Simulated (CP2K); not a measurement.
Two runs for the C K edge of ethanethiol. Run A: CP2K XAS_TDP, all-electron GAPW, PBEh(45%), aug-cc-pVDZ, TDA, no relativity. Run B differs in one setting.

First lines with a strength over 0.0015. A:

```csv
atom,energy (eV),states,"strength, one atom"
C1 (bonded to C and 3 H),283.63,1,0.0072
,284.35,1,0.0176
,284.58,1,0.0162
,284.63,1,0.0036
,285.06,1,0.0018
"C2 (bonded to C, S and 2 H)",283.88,1,0.0427
,284.62,1,0.0137
,285.32,1,0.0208
,285.63,1,0.0040
,286.69,1,0.0032
```

B:

```csv
atom,energy (eV),states,"strength, one atom"
C1 (bonded to C and 3 H),289.98,1,0.0071
,290.70,1,0.0172
,290.93,1,0.0158
,290.97,1,0.0035
,291.41,1,0.0017
"C2 (bonded to C, S and 2 H)",289.65,1,0.0418
,290.40,1,0.0134
,291.10,1,0.0204
,291.40,1,0.0039
,292.47,1,0.0031
```

**Question.** Which was it: the basis, GW2X switched on, scalar relativity switched on, the functional?

GW2X switched on. GW2X shifts an atom's lines together and keeps their spacings. Against PBEh(45%) in aug-cc-pVDZ, the leading lines move by +6.35 eV (C1, to 289.98) and +5.77 eV (C2, to 289.65).

[Banner, clock and machine lines of the logs are left out without a mark of their own.]

[Logs are printed without paths, hosts, clocks, repeated set-up lines and the standing remarks that a program may print on its own settings, such as how far it seeks lower states.]

[Hosts, paths, dates, database ids (printed as entryN), source tags and the programs' standing remarks are cut or masked in the printed files.]
